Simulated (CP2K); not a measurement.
The N K edge of pyrazine was computed by TDDFT (CP2K XAS_TDP, aug-cc-pVDZ, TDA) at these levels: BHandHLYP, PBEh(45%) and PBEh(45%) + GW2X. The first three lines of N3 (bonded to 2 C) with a strength over 0.0015, energy in eV and strength:

| run | first | second | third |
| --- | --- | --- | --- |
| 1 | 394.51 (0.054) | 400.65 (0.002) | 401.59 (0.006) |
| 2 | 396.71 (0.057) | 403.03 (0.002) | 404.07 (0.005) |
| 3 | 399.48 (0.053) | 405.62 (0.002) | 406.55 (0.006) |

**Question.** Which run is which?

Run 1: PBEh(45%) (45 % exact exchange). Run 2: BHandHLYP (50 % exact exchange). Run 3: PBEh(45%) + GW2X (45 % exact exchange). Self-interaction lifts the core level, so the uncorrected lines rise with the share of exact exchange. The GW2X run keeps the spacings of its parent: 6.14 eV between the first two lines in run 3, 6.14 eV in run 1. Its shift is +4.97 eV, since the Kohn–Sham level at this share of exchange lies that far above the quasiparticle level.

[Hosts, paths, dates, database ids (printed as entryN), source tags and the programs' standing remarks are cut or masked in the printed files.]
